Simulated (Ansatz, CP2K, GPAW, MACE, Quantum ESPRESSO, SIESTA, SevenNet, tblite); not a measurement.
## Codes compared on Ag(111)/Be(0001) interface (62 atoms)

Aim: run Ag(111)/Be(0001) interface (62 atoms) in several programs and set results and cost side by side. A plane-wave run serves as the reference.

Program: Quantum ESPRESSO 7.5. Level of theory: Kohn-Sham DFT, PBE, SSSP efficiency 1.3.0 pseudopotentials, plane waves. Results are calculated unless marked as measured.

## 1. Starting point

The cell holds 62 atoms: 14 Ag and 48 Be. Its edges and angles: a = 7.781 Å, b = 7.781 Å, c = 12.536 Å, α = 90.0°, β = 90.0°, γ = 60.0°. Fcc Ag(111), 2 repeat layers, 7 surface cells, strained +1.81 and +1.81 %; hcp Be(0001), 2 layers, 12 cells, -1.75 and -1.75 %; outer planes 2.37 Å apart and 2.39 Å at the second interface of the periodic stack; not relaxed, displaced by a Gaussian of 0.02 Å. Then every atom was moved at random, 0.03 Å r.m.s. a Cartesian component. Regions: Ag, 14 atoms (14 Ag); Be, 48 atoms (48 Be). The structure's axis is c.

## 2. The reference run

Input file pw.in:

```
&control
  calculation = 'scf'
  pseudo_dir = './pseudo'
  outdir = './tmp'
  disk_io = 'none'
  tprnfor = .true.
  tstress = .true.
/
&system
  ibrav = 0
  nat = 62
  ntyp = 2
  ecutwfc = 45
  ecutrho = 360
  nosym = .true.
  occupations = 'smearing'
  smearing = 'fd'
  degauss = 0.003675
/
&electrons
  conv_thr = 3.1e-07
  electron_maxstep = 100
  mixing_beta = 0.2
  mixing_mode = 'local-TF'
  diagonalization = 'david'
/
ATOMIC_SPECIES
Ag 107.868 Ag.upf
Be 9.012 Be.upf
CELL_PARAMETERS angstrom
7.78060 0.00000 0.00000
3.89030 6.73820 0.00000
0.00000 0.00000 12.53554
ATOMIC_POSITIONS crystal
Ag 0.14411 0.58048 0.00152
Ag 0.61867 0.47494 0.18607
Ag 0.42559 0.72479 0.00109
Ag 0.90012 0.62107 0.18566
Ag 0.71343 0.85894 0.99311
Ag 0.19356 0.76002 0.18319
Ag 0.00850 0.99773 0.99761
Ag 0.47279 0.90821 0.18753
Ag 0.29174 0.14358 0.00015
Ag 0.76424 0.05265 0.18455
Ag 0.57393 0.28852 0.00252
Ag 0.05950 0.18593 0.18394
[... 46 atom lines left out ...]
Be 0.39974 0.83043 0.37712
Be 0.39358 0.66829 0.51968
Be 0.38411 0.83897 0.65744
Be 0.38529 0.67521 0.80877
K_POINTS gamma
```

Command:

```console
> OMP_NUM_THREADS=1 mpirun -np 2 pw.x -in pw.in > output.txt
```

Output:

```text
Program PWSCF
     gamma-point specific algorithms are used
     Parallelization info
     sticks:   dense  smooth     PW     G-vecs:    dense   smooth      PW
     Min        2688    1340    335               255831    90389   11301
     Max        2689    1349    338               255836    90396   11310
     Sum        5377    2689    673               511667   180785   22611
     bravais-lattice index     =            0
     lattice parameter (alat)  =      14.7032  a.u.
     unit-cell volume          =    4435.0307 (a.u.)^3
     number of atoms/cell      =           62
     number of atomic types    =            2
     number of electrons       =       458.00
     number of Kohn-Sham states=          275
     kinetic-energy cutoff     =      45.0000  Ry
[... lines left out ...]
     scf convergence threshold =      3.1E-07
[... lines left out ...]
     number of k points=     1  Fermi-Dirac smearing, width (Ry)=  0.0037
[... lines left out ...]
     total energy              =   -5378.06115079 Ry
[... lines left out ...]
     total energy              =   -5377.26660292 Ry
[... lines left out ...]
     total energy              =   -5377.61382138 Ry
[... lines left out ...]
     total energy              =   -5377.56025856 Ry
[... lines left out ...]
     total energy              =   -5377.56025927 Ry
[... lines left out ...]
          k = 0.0000 0.0000 0.0000 ( 11306 PWs)   bands (ev):
   -89.0921 -88.9242 -88.9172 -88.8902 -88.8632 -88.8630 -88.8581 -88.8580
   -88.8490 -88.8279 -88.8168 -88.8063 -88.7848 -88.7805 -88.7786 -88.7704
   -88.7491 -88.7449 -88.7265 -88.7175 -88.7119 -88.7067 -88.7011 -88.6761
[...]
15.3262  15.3574  15.4923  15.5673  15.6037  15.9242  15.9444  15.9545
    16.2097  16.3596  16.5577  17.0158  17.2368  17.3011  17.3634  17.8992
    17.9383  17.9946  18.0133
     the Fermi energy is    11.1097 ev
!    total energy              =   -5377.56025936 Ry
     estimated scf accuracy    <       0.00000026 Ry
     smearing contrib. (-TS)   =      -0.02683951 Ry
     internal energy E=F+TS    =   -5377.53341985 Ry
     The total energy is F=E-TS. E is the sum of the following terms:
     one-electron contribution =   -4791.93465008 Ry
     hartree contribution      =    2331.25138833 Ry
     xc contribution           =    -623.12596964 Ry
     ewald contribution        =   -2293.72418845 Ry
     convergence has been achieved in  18 iterations
     Forces acting on atoms (cartesian axes, Ry/au):
     atom    1 type  1   force =    -0.00960723   -0.00587252   -0.03212620
     atom    2 type  1   force =     0.00215133   -0.00025241    0.02230011
     atom    3 type  1   force =     0.00786114   -0.01109415   -0.03040473
[...]
atom   61 type  2   force =     0.01068989   -0.02309018    0.03186149
     atom   62 type  2   force =     0.01979987   -0.01338720   -0.01637943
     Total force =     0.216078     Total SCF correction =     0.001549
     Computing stress (Cartesian axis) and pressure
          total   stress  (Ry/bohr**3)                   (kbar)     P=      -13.23
   0.00045861   0.00000663   0.00000672           67.46        0.98        0.99
   0.00000663   0.00047493   0.00000147            0.98       69.87        0.22
   0.00000672   0.00000147  -0.00120344            0.99        0.22     -177.03
     Message from routine punch:
     Nothing written, as per user request (disk_io='none')
```

The job ended after 1.8 min (2 MPI ranks of Arm Neoverse V1, shared host; peak memory 1.4 GiB).

Banners, paths, timers and routine set-up lines are dropped from the logs unmarked, and long logs keep their key lines alone; longer cuts are marked.

Numbers from this run:

| Quantity | Value |
| --- | --- |
| r.m.s. force component | 0.4074 eV/Å |
| longest force | 1.222 eV/Å |
| pressure | -1.323 GPa |

## 3. Structure statistics

Pair distribution functions g(r), in bins of 0.2 Å:

| r (Å) | total | Be-Be | Be-Ag | Ag-Ag |
| --- | --- | --- | --- | --- |
| 2.00 | 0.10 | 0.16 | 0.00 | 0.00 |
| 2.20 | 5.77 | 9.63 | 0.00 | 0.00 |
| 2.40 | 1.11 | 1.62 | 0.39 | 0.00 |
| 2.60 | 0.24 | 0.00 | 0.68 | 0.00 |
| 2.80 | 0.51 | 0.00 | 0.40 | 7.24 |
| 3.00 | 0.99 | 0.27 | 0.56 | 12.51 |
| 3.20 | 1.45 | 2.16 | 0.46 | 0.00 |
| 3.40 | 0.18 | 0.02 | 0.47 | 0.00 |
| 3.60 | 0.41 | 0.35 | 0.57 | 0.00 |
| 3.80 | 2.15 | 3.40 | 0.32 | 0.00 |
| 4.00 | 1.46 | 2.07 | 0.41 | 1.46 |
| 4.20 | 0.99 | 1.17 | 0.55 | 1.86 |
| 4.40 | 1.19 | 1.56 | 0.74 | 0.00 |
| 4.60 | 0.62 | 0.67 | 0.62 | 0.00 |
| 4.80 | 0.38 | 0.05 | 1.00 | 0.00 |
| 5.00 | 1.72 | 1.80 | 0.98 | 5.75 |
| 5.20 | 0.70 | 0.43 | 0.84 | 2.93 |
| 5.40 | 1.11 | 1.25 | 1.02 | 0.00 |
| 5.60 | 0.68 | 0.71 | 0.74 | 0.00 |
| 5.80 | 1.38 | 1.65 | 0.85 | 1.87 |
| 6.00 | 1.98 | 2.68 | 0.86 | 1.36 |
| 6.20 | 0.39 | 0.04 | 1.05 | 0.00 |
| 6.40 | 0.54 | 0.31 | 0.93 | 0.64 |
| 6.60 | 0.71 | 0.39 | 1.08 | 1.97 |
| 6.80 | 1.10 | 1.11 | 1.25 | 0.00 |
| 7.00 | 1.42 | 1.71 | 1.11 | 0.05 |
| 7.20 | 0.94 | 0.89 | 1.01 | 0.98 |
| 7.40 | 0.90 | 0.85 | 1.12 | 0.05 |

## 4. The ladder

The programs:
- CP2K 2026.2: Gaussian basis with GTH pseudopotentials and a plane-wave density; labels give functional, basis (MOLOPT sets; SR short-range, UZH the newer set with its own potentials), grid cutoff/relative cutoff and solver (OT: orbital transformation; TRS4, TC2, SIGN: linear-scaling purification with its sparsity filter), or its built-in tight binding.
- GPAW 26.7.0: PAW with atomic orbitals (LCAO), plane waves or a real-space grid of spacing h.
- MACE: machine-learned potential, published weights.
- Quantum ESPRESSO 7.5: plane waves; labels (QE) give functional, pseudopotential set and cutoffs of waves/density.
- SIESTA 5.4.2: numerical atomic orbitals, whose automatically made sets are far from complete, with PseudoDojo norm-conserving potentials that we converted to its format (checked against plane waves on the same files for H, C, O, Si, Ge and Ca alone); labels give functional, basis size, energy shift and mesh cutoff.
- SevenNet: machine-learned potential, published weights.
- tblite 0.8.0: extended tight binding, driven from Python.

All use the same cell and atoms; the electronic-structure runs use the same k-mesh, and an electronic temperature of 580 K (0.05 eV) where levels are smeared.

Differences are against the plane-wave reference, forces as r.m.s. over components; share is that over the reference's r.m.s. force, slope the least-squares factor from reference forces to these. Total energies of different programs have different zeros and aren't compared.

| run | Δ force, r.m.s. (meV/Å) | share (%) | slope | Δ pressure (GPa) | cores | CPU time | memory (GiB) |
| --- | --- | --- | --- | --- | --- | --- | --- |
| reference | - | - | - | - | 2 | 3.6 min | 1.4 |
| CP2K GFN1-xTB, diagonalisation | 271 | 66.5 | 0.650 | 20.3 | 1 | 11 s | 0.25 |
| CP2K PBE+D3(BJ), DZVP-MOLOPT-SR, 600/50 Ry, diagonalisation | 147 | 36.1 | 1.062 | -4.73 | 4 | 13 min | 3.8 |
| CP2K PBE, DZVP-MOLOPT-SR, 210/50 Ry, diagonalisation (coarse) | 2106 | 517 | 0.011 | 10.1 | 2 | 9 min | 0.86 |
| CP2K PBE, DZVP-MOLOPT-SR, 300/50 Ry, diagonalisation (coarse) | 1747 | 429 | 0.866 | 9.38 | 2 | 11 min | 1.1 |
| CP2K PBE, DZVP-MOLOPT-SR, 600/50 Ry, diagonalisation | 144 | 35.2 | 1.047 | 1.21 | 4 | 13 min | 3.7 |
| CP2K PBE, SZV-MOLOPT-SR, 600/50 Ry, diagonalisation (coarse) | 1154 | 283 | 0.517 | 91.8 | 1 | 7.7 min | 2.3 |
| GPAW LDA, LCAO dzp, h 0.2 Å | 166 | 40.7 | 0.980 | - | 1 | 3.9 min | 0.84 |
| GPAW PBE, LCAO dzp, h 0.2 Å | 149 | 36.6 | 1.104 | - | 1 | 3.8 min | 0.83 |
| GPAW PBE, LCAO szp(dzp), h 0.2 Å (coarse) | 182 | 44.7 | 1.073 | - | 1 | 2.8 min | 0.79 |
| MACE MP-0b3 medium potential | 271 | 66.5 | 0.755 | 3.03 | 1 | 9.7 s | 1.1 |
| QE PBE+D3(BJ), sssp-1.3.0-efficiency, 45/360 Ry | 15.1 | 3.72 | 1.016 | -5.97 | 2 | 3.5 min | 1.4 |
| SIESTA PBE, DZ, shift 0.01 Ry, mesh 300 Ry (coarse) | 1515 | 372 | 1.734 | 57.8 | 1 | 66 s | 0.41 |
| SIESTA PBE, SZ, shift 0.01 Ry, mesh 300 Ry (coarse) | 6366 | 1563 | 1.336 | 584 | 1 | 77 s | 0.35 |
| SevenNet 0 potential | 340 | 83.4 | 0.756 | -0.499 | 1 | 9.3 s | 0.88 |
| SevenNet l3i5 potential | 208 | 51.2 | 0.732 | 2.08 | 1 | 11 s | 1.4 |
| tblite GFN1-xTB | 281 | 69.1 | 0.670 | 23.3 | 1 | 4 s | 0.11 |

Rows marked coarse were listed beforehand as settings not expected to be converged; some can still land near the reference.

Times of the machine-learned potentials are mostly Python's start and the loading of weights.

CPU time is summed over cores on a shared host, where runs went side by side, so it is rough. Symmetry, cutoffs, thresholds, outputs and thread counts weren't matched or tuned between programs; memory under MPI is the largest rank's times the ranks.

Runs without a result: SIESTA PBE, DZP, shift 0.01 Ry, mesh 300 Ry (stopped at the start: Generation of polarization orbital failed Stopping Program from Node:    0); SIESTA PBE, SZP, shift 0.01 Ry, mesh 300 Ry (stopped at the start: Generation of polarization orbital failed Stopping Program from Node:    0); SIESTA PBE, DZP, shift 0.01 Ry, mesh 100 Ry (stopped at the start: Generation of polarization orbital failed Stopping Program from Node:    0).

Mean charges by element (e), by run and scheme:

| run | scheme | Ag | Be |
| --- | --- | --- | --- |
| CP2K GFN1-xTB, diagonalisation | Mulliken | -0.08 | +0.02 |
| CP2K PBE+D3(BJ), DZVP-MOLOPT-SR, 600/50 Ry, diagonalisation | Mulliken | +0.03 | -0.01 |
| CP2K PBE+D3(BJ), DZVP-MOLOPT-SR, 600/50 Ry, diagonalisation | Hirshfeld | +0.07 | -0.02 |
| CP2K PBE, DZVP-MOLOPT-SR, 600/50 Ry, diagonalisation | Mulliken | +0.03 | -0.01 |
| CP2K PBE, DZVP-MOLOPT-SR, 600/50 Ry, diagonalisation | Hirshfeld | +0.07 | -0.02 |
| tblite GFN1-xTB | Mulliken | -0.04 | +0.01 |

Within one program, basis, potentials and functional, energies share a zero. Each run against its twin at the usual cutoff or grid and solver:

| run | twin | Δ energy (meV/atom) | Δ force, r.m.s. (meV/Å) | CPU time over the twin's |
| --- | --- | --- | --- | --- |
| CP2K PBE, DZVP-MOLOPT-SR, 210/50 Ry, diagonalisation | DZVP-MOLOPT-SR, 600/50 Ry, diagonalisation | -409 | 2116 | 0.70 (this twin ran on 4 cores) |
| CP2K PBE, DZVP-MOLOPT-SR, 300/50 Ry, diagonalisation | DZVP-MOLOPT-SR, 600/50 Ry, diagonalisation | -235 | 1731 | 0.85 (this twin ran on 4 cores) |

A second geometry, displaced anew (every atom was moved at random, 0.06 Å r.m.s. a Cartesian component), gives an energy difference that all programs can be tested on. The reference puts it at 26.03 meV/atom.

| run | energy less the first geometry's (meV/atom) | error (meV/atom) | force share at the second geometry (%) |
| --- | --- | --- | --- |
| MACE MP-0b3 medium potential | 30.62 | 4.60 | 60.8 |
| CP2K PBE, DZVP-MOLOPT-SR, 600/50 Ry, diagonalisation | 25.27 | -0.756 | 25.3 |
| GPAW PBE, LCAO dzp, h 0.2 Å | 33.33 | 7.30 | 33.6 |
| tblite GFN1-xTB | 17.29 | -8.73 | 48.7 |
| SevenNet 0 potential | 36.44 | 10.4 | 68.3 |
| SevenNet l3i5 potential | 33.37 | 7.34 | 54.5 |
| CP2K GFN1-xTB, diagonalisation | 19.21 | -6.81 | 46.9 |
| SIESTA PBE, SZ, shift 0.01 Ry, mesh 300 Ry | 85.30 | 59.3 | 1107 |
| CP2K PBE, SZV-MOLOPT-SR, 600/50 Ry, diagonalisation | 31.59 | 5.57 | 203 |
| CP2K PBE, DZVP-MOLOPT-SR, 300/50 Ry, diagonalisation | 2.013 | -24.0 | 305 |
| CP2K PBE, DZVP-MOLOPT-SR, 210/50 Ry, diagonalisation | 16.18 | -9.84 | 387 |
| CP2K PBE+D3(BJ), DZVP-MOLOPT-SR, 600/50 Ry, diagonalisation | 25.38 | -0.646 | 25.7 |
| QE PBE+D3(BJ), sssp-1.3.0-efficiency, 45/360 Ry | 26.14 | 0.110 | 2.38 |
| GPAW PBE, LCAO szp(dzp), h 0.2 Å | 34.31 | 8.29 | 43.2 |
| GPAW LDA, LCAO dzp, h 0.2 Å | 30.39 | 4.36 | 33.4 |
| SIESTA PBE, DZ, shift 0.01 Ry, mesh 300 Ry | 71.38 | 45.4 | 289 |

## 5. Outcome

```json
{
 "reference r.m.s. force component": "0.407 eV/Å",
 "nearest in forces": "QE PBE+D3(BJ), sssp-1.3.0-efficiency, 45/360 Ry, 3.7 %",
 "farthest in forces": "SIESTA PBE, SZ, shift 0.01 Ry, mesh 300 Ry (coarse), 1563 %",
 "cheapest electronic-structure run beside the reference": "tblite GFN1-xTB, 4 s of CPU time"
}
```

The PBE runs in local orbitals, coarse settings apart, differ by 35 % (CP2K PBE, DZVP-MOLOPT-SR, 600/50 Ry, diagonalisation) to 37 % (GPAW PBE, LCAO dzp, h 0.2 Å); basis, grid and potentials can all enter. Tight binding differs by 67 % (CP2K GFN1-xTB, diagonalisation) to 69 % (tblite GFN1-xTB); it is another model, with fitted parameters of its own, and the xTB methods hold dispersion. Machine-learned potentials differ by 51 % (SevenNet l3i5 potential) to 83 % (SevenNet 0 potential); they were trained on other programs' data. Among those trained on PBE data the slope goes as low as 0.73, with a correlation of 0.86, so directions differ as well as sizes. In the reference's own program, potentials and cutoffs, a change of model alone moves forces by 3.7 % (QE PBE+D3(BJ), sssp-1.3.0-efficiency, 45/360 Ry). Other rows with another functional or a dispersion term differ by 36 % (CP2K PBE+D3(BJ), DZVP-MOLOPT-SR, 600/50 Ry, diagonalisation) to 41 % (GPAW LDA, LCAO dzp, h 0.2 Å), which mixes the change of model with differences of basis and potentials. CP2K GFN1-xTB, diagonalisation needed 124 SCF steps, so its time overstates the method's usual cost. Runs with settings chosen to be coarse differ by 45 % (GPAW PBE, LCAO szp(dzp), h 0.2 Å) to 1563 % (SIESTA PBE, SZ, shift 0.01 Ry, mesh 300 Ry), their programs' other errors included. Of the electronic-structure runs that take under half the reference's CPU time, CP2K GFN1-xTB, diagonalisation comes nearest, at 67 % in 11 s against 3.6 min, too far off to be of use; its pressure misses by +20.3 GPa. In pressure, SIESTA PBE, SZ, shift 0.01 Ry, mesh 300 Ry misses by +584.5 GPa, at the same functional. Charges hang on model, scheme and program or settings: among these rows the mean for Ag runs from -0.08 to +0.07 e, even in sign. The energy difference between the two geometries, 26.0 meV/atom in the reference, is met best by QE PBE+D3(BJ), sssp-1.3.0-efficiency, 45/360 Ry (+0.11) and worst by SIESTA PBE, SZ, shift 0.01 Ry, mesh 300 Ry (coarse) (+59.3). In the reference: levels near the Fermi energy are neither full nor empty under the smearing, so no gap is quoted. Periodic xTB results under one method name differ between programs and library versions. The potentials hold different valence shells: 458 electrons in the reference, 346 in CP2K with SZV-MOLOPT-SR and 334 in GPAW; this bears on time and differences. The reference's pressure holds the uncorrected Pulay stress of its 45 Ry basis, so small pressure differences, and their order, may be the reference's own error. Machine-learned potentials mimic data converged in k, so the reference's own k-point error enters their differences. The reference's stress is far from hydrostatic: its diagonal is 6.7, 7.0, -17.7 GPa, compression counted positive. The host structure and its lattice constant were typed by rule, without a check against the phase diagram. The electronic-structure runs sample only Γ, in a cell whose shortest periodic width is 7 Å, which is coarse for a cell with partly filled levels.

[Also dropped from logs without a mark: logging warnings of Python, and SIESTA's first energy breakdown and zero terms.]

[Logs are printed without paths, hosts, clocks, repeated set-up lines and the standing remarks that a program may print on its own settings, such as how far it seeks lower states.]

[Hosts, paths, dates, database ids (printed as entryN), source tags and the programs' standing remarks are cut or masked in the printed files.]
